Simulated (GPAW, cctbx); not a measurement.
## CdSn4: deformation density and structure factors from DFT

Question: by how much does bonding change the X-ray structure factors of CdSn4, how firmly does DFT give the change, and what does a routine refinement make of it?

The cell comes from substitution in a known structure type and wasn't matched to any measured phase. All numbers below are calculated.

## Step 1: Find the equilibrium geometry

The density hangs on the geometry, so cell and atoms are relaxed first, with the symmetry held. The cutoff is set higher than for the density because stress converges slowly with plane waves.

Settings: GPAW 26.7.0, PBE, 570 eV, 5×5×5 k-points, Fermi–Dirac width 0.1 eV, BFGS to 0.03 eV/Å.

```text
cell
1.0
     4.610000000    0.000000000    0.000000000
     0.000000000    4.610000000    0.000000000
    -2.305000000   -2.305000000    5.631500000
Sn Cd
4 1
Direct
0.618100000 0.618100000 0.236200000
0.381900000 0.381900000 0.763800000
0.750000000 0.250000000 0.500000000
0.250000000 0.750000000 0.500000000
0.000000000 0.000000000 0.000000000
```

```console
$ OMP_NUM_THREADS=1 mpirun -n 4 gpaw python run.py > gpaw.log
```

```text
BFGS:    0      -14.153852        3.262889
BFGS:    1      -14.599686        2.777909
BFGS:    2      -15.576967        1.938019
BFGS:    3      -16.049297        1.141778
...
BFGS:   14      -16.297731        0.245749
BFGS:   15      -16.306119        0.176867
BFGS:   16      -16.315371        0.015118
cell  4.8645 4.8645 7.5632  108.76 108.76 90.00
volume 159.389 A^3, largest force 0.013 eV/A, largest stress 0.04 GPa
```

The cell moved far, while the k-mesh and basis were chosen for the start, so the final shape may be somewhat biased.

After 16 steps the volume has changed by +33.2 % and the energy by -2.162 eV; the largest stress left is 0.04 GPa. It took 4.2 min on 4 cores of Intel(R) Xeon(R) 6975P-C (Granite Rapids) (shared host), peak memory 1.6 GiB.

Relaxed structure: I4/mmm (no. 139), a = 4.8645 Å, b = 4.8645 Å, c = 13.4714 Å, α = 90.00°, β = 90.00°, γ = 90.00°.

| atom | mult. | x | y | z |
| --- | --- | --- | --- | --- |
| Sn1 | 4 | 1/2 | 1/2 | 0.1109 |
| Sn2 | 4 | 1/2 | 0 | 1/4 |
| Cd1 | 2 | 0 | 0 | 0 |

## Step 2: The all-electron density

X-rays see the whole electron density, so the PAW density is rebuilt with its core regions. Subtracting spherical free atoms from the same code cancels the cores and leaves the deformation density Δρ, the part due to bonding.

Settings: PBE, 450 eV, 5×5×5 k-points, Fermi–Dirac width 0.1 eV; primitive cell of 5 atoms.

```console
$ OMP_NUM_THREADS=1 mpirun -n 4 gpaw python run.py > gpaw.log
```

```text
|iter:   1|       0s |  -16.272277 | -0.07 |       |
|iter:   2|       2s |  -16.252866 | -2.03 | -1.64 |
|iter:   3|       3s |  -16.164900 | -1.90 | -1.67 |
...
|iter:   8|      10s |  -16.094443c| -6.11 | -3.88 |
|iter:   9|      11s |  -16.094448c| -6.71 | -4.35c|
|iter:  10|      12s |  -16.094448c| -7.57c| -4.88c|
```

```text
gpts.py:43: UserWarning: Initial realspace grid (24,24,40) inconsistent with symmetries.
gpts.py:43: UserWarning: Initial realspace grid (24,24,40) inconsistent with symmetries.
gpts.py:43: UserWarning: Initial realspace grid (24,24,40) inconsistent with symmetries.
gpts.py:43: UserWarning: Initial realspace grid (24,24,40) inconsistent with symmetries.
gpts.py:70: UserWarning: Using symmetrized grid: (40,40,40).
gpts.py:70: UserWarning: Using symmetrized grid: (40,40,40).
gpts.py:70: UserWarning: Using symmetrized grid: (40,40,40).
gpts.py:70: UserWarning: Using symmetrized grid: (40,40,40).
grid (80, 80, 80)  electrons 248.000  moved by bonding 0.648 e
deformation density beyond 0.5 A of the nuclei: max 0.052, min -0.038 e/A^3
atom        x       y       z   Voronoi charge  moment
Sn1    0.6109  0.6109  0.2218     -0.067       0.00
Sn2    0.3891  0.3891  0.7782     -0.067       0.00
Sn3    0.2500  0.7500  0.5000     -0.012       0.00
Sn4    0.7500  0.2500  0.5000     -0.012       0.00
Cd5    0.0000  0.0000  0.0000      0.158       0.00
mean inner potential of superposed free atoms 15.737 V
total magnetic moment 0.000 muB
```

Deformation density in a plane through the shortest contact of the Sn atom at the origin, in 0.01 e/Å³ (clipped at ±99); x from -1.6 to 4.6 Å, y from 2.4 down to -2.4 Å:

```text
  .  -1  -1   0   0   0   0   0   0   0   0   0   0  -1  -1   .
  0  -2   1   1   0   0   0   0   0   0   0   0   1   1  -2   0
 -2   2   3   2   1   0   0   0   0   0   0   1   2   3   2  -2
  1   4   4   2   0  -1   0   0   0   0  -1   0   2   4   4   1
  1   2   1  -2  -1  -2   0   1   1   0  -1  -1  -2   1   2   1
  0  -1  -3  -1   .  -1   0   3   3   0  -1   .  -1  -3  -1   0
 -1  -2  -3   .   .   1   0   5   5   0   1   .   .  -3  -2  -1
  0  -1  -3  -1   .  -1   0   3   3   0  -1   .  -1  -3  -1   0
  1   2   1  -2  -1  -1   0   1   1   0  -2  -1  -2   1   2   1
  1   4   4   2   0  -1   0   0   0   0  -1   0   2   4   4   1
 -2   2   3   2   1   0   0   0   0   0   0   1   2   3   2  -2
  0  -2   1   1   0   0   0   0   0   0   0   0   1   1  -2   0
  .  -1  -1   0   0   0   0   0   0   0   0   0   0  -1  -1   .
```

Atoms in or within 0.15 Å of the plane: Sn (0.0, 0.0), Sn (3.0, 0.0) Å. Dots mark points within about 0.45 Å of a nucleus; large values next to them are atomic features.

Sn gains most (-0.04 e) and Cd loses most (+0.16 e), in averages over each element's sites, as electronegativity suggests. Along the shortest contact from the Sn atom at the map's origin, Sn–Sn at 2.99 Å, Δρ is +0.05 e/Å³ at the midpoint: a modest build-up. Point values carry grid noise of about 0.01 e/Å³. The run needed 10 iterations, 23 s.

## Step 3: Structure factors

The Fourier components of Δρ, added to those of the free atoms, give the static X-ray structure factors; the Mott–Bethe relation turns them into the Fourier components V of the potential that fast electrons feel.

```text
static structure factors of the conventional cell: F in electrons, V (Mott-Bethe) in volts
   h  k  l      d  |F| table  |F| free   |F| DFT   change   |V| free  |V| DFT  change %
   0  0  2  6.7357    65.376    65.314    65.601    0.288     2.273    2.085     -8.3
   1  0  1  4.5753    51.923    51.895    52.227    0.332     1.646    1.546     -6.1
   1  1  0  3.4397    84.399    84.415    84.290   -0.125     1.971    1.992      1.1
   0  0  4  3.3678    94.788    94.801    94.652   -0.148     2.217    2.241      1.1
   1  0  3  3.2996   169.554   169.586   169.617    0.031     4.037    4.032     -0.1
   1  1  2  3.0634   282.197   282.227   282.119   -0.107     6.608    6.623      0.2
   2  0  0  2.4322   397.026   396.898   396.388   -0.511     8.430    8.473      0.5
   1  1  4  2.4064   231.991   232.053   231.702   -0.352     4.959    4.988      0.6
   1  0  5  2.3569   225.578   225.454   224.979   -0.475     4.704    4.742      0.8
   2  0  2  2.2877    53.634    53.716    53.406   -0.310     1.135    1.158      2.1
   0  0  6  2.2452   159.747   159.804   159.285   -0.519     3.294    3.331      1.1
   2  1  1  2.1476    43.847    43.927    43.825   -0.103     0.891    0.898      0.8
   2  0  4  1.9718    80.836    80.715    80.772    0.057     1.547    1.544     -0.2
   2  1  3  1.9578   145.258   145.109   144.753   -0.356     2.770    2.790      0.7
```

The largest X-ray change is -0.52 e on 006, 0.3 % of |F|. For electrons V goes as (Z − F)/g², so a change of F counts against Z − F, which is small at low angle and wherever the atoms' terms cancel: |V| of 002 moves by -8.3 % (2.27 to 2.08 V) against +0.4 % in |F|. The last three rows still change by up to 0.36 e; the table stops while the angles are still low. The tabulated Hartree–Fock atoms differ from the free DFT atoms by up to 0.15 e, so the choice of reference atom matters too.

## Step 4: The functional ladder

The same geometry is run with other functionals, to see whether the bonding signal is larger than the spread between approximations. Free atoms are LDA for LDA and PBE otherwise. Any other changed setting is in the row's label.

| run | ΔF 006 (e) | ΔF 200 (e) | ΔF 105 (e) | q(Sn) (e) | moved (e) | time |
| --- | --- | --- | --- | --- | --- | --- |
| PBE | -0.519 | -0.511 | -0.475 | -0.040 | 0.648 | 23 s |
| LDA | -0.506 | -0.500 | -0.477 | -0.036 | 0.608 | 23 s |
| RPBE | -0.527 | -0.500 | -0.457 | -0.043 | 0.709 | 23 s |

At the base's settings ΔF(006) spans -0.527 to -0.506 e, a spread of 4 % of the PBE value; over the three listed reflections the spread is at most 4 %, so sign and size hold across the functionals. Times are from shared hosts.

## Step 5: What a spherical-atom refinement makes of it

Routine crystallography fits spherical atoms. To see the bias, intensities are simulated from tabulated atoms plus the DFT change ΔF, so that bonding alone can misfit (7332 reflections of the full sphere, merged to the counts below, to 0.45 Å, 0.5 % proportional noise plus counting noise, assumed isotropic U as listed, Δρ smeared by the mean U) and refined with cctbx over different ranges.

```
                    range  data      R1  GooF  U Sn1 (true 0.006)  U Sn2 (true 0.006)  U Cd1 (true 0.0061)  largest shift (Å)  Δρ max, min (e/Å³)
                 all data   585  0.0033  0.91              0.0060              0.0060               0.0061             0.0000         0.36, -0.23
 low resolution, d > 0.84   107  0.0024  1.01              0.0060              0.0060               0.0061             0.0001         0.13, -0.11
     high order, d < 0.75   439  0.0040  0.89              0.0060              0.0060               0.0061             0.0000         0.29, -0.23
occupancies free, d > 0.7   175  0.0025  0.96              0.0060              0.0060               0.0061             0.0001         0.18, -0.15
```

With all data GooF is 0.91, so at this noise the bonding hardly shows; the top residual peak lies 2.39 Å from Sn and 2.49 Å from Sn. No U is off by more than 3 s.u. at low resolution. With Sn1 held at 1 and the scale free, the other occupancies refine to Sn2 1.000(0.001) and Cd1 1.000(0.001), within three s.u. of full.

## Step 6: Answer

Bonding moves 0.65 e in the primitive cell of CdSn4 and changes the structure factors of the conventional cell in the table above by at most 0.52 e (006, 0.3 %), and among reflections above 2 % of the strongest by up to 0.6 % (101). The shortest bond, Sn–Sn, has Δρ = +0.05 e/Å³ at its midpoint. At the base's settings ΔF(006) spans -0.527 to -0.506 e, a spread of 4 % of the PBE value; over the three listed reflections the spread is at most 4 %, so sign and size hold across the functionals. With all data GooF is 0.91, so at this noise the bonding hardly shows. Limits: static density, frozen cores, no spin–orbit coupling.

[Outputs are excerpts: Python notices, other lines and further rows are left out; steps that failed or that the build refused (PBEsol, TPSS) are not shown.]

[Logs are printed without paths, hosts, clocks, repeated set-up lines and the standing remarks that a program may print on its own settings, such as how far it seeks lower states.]
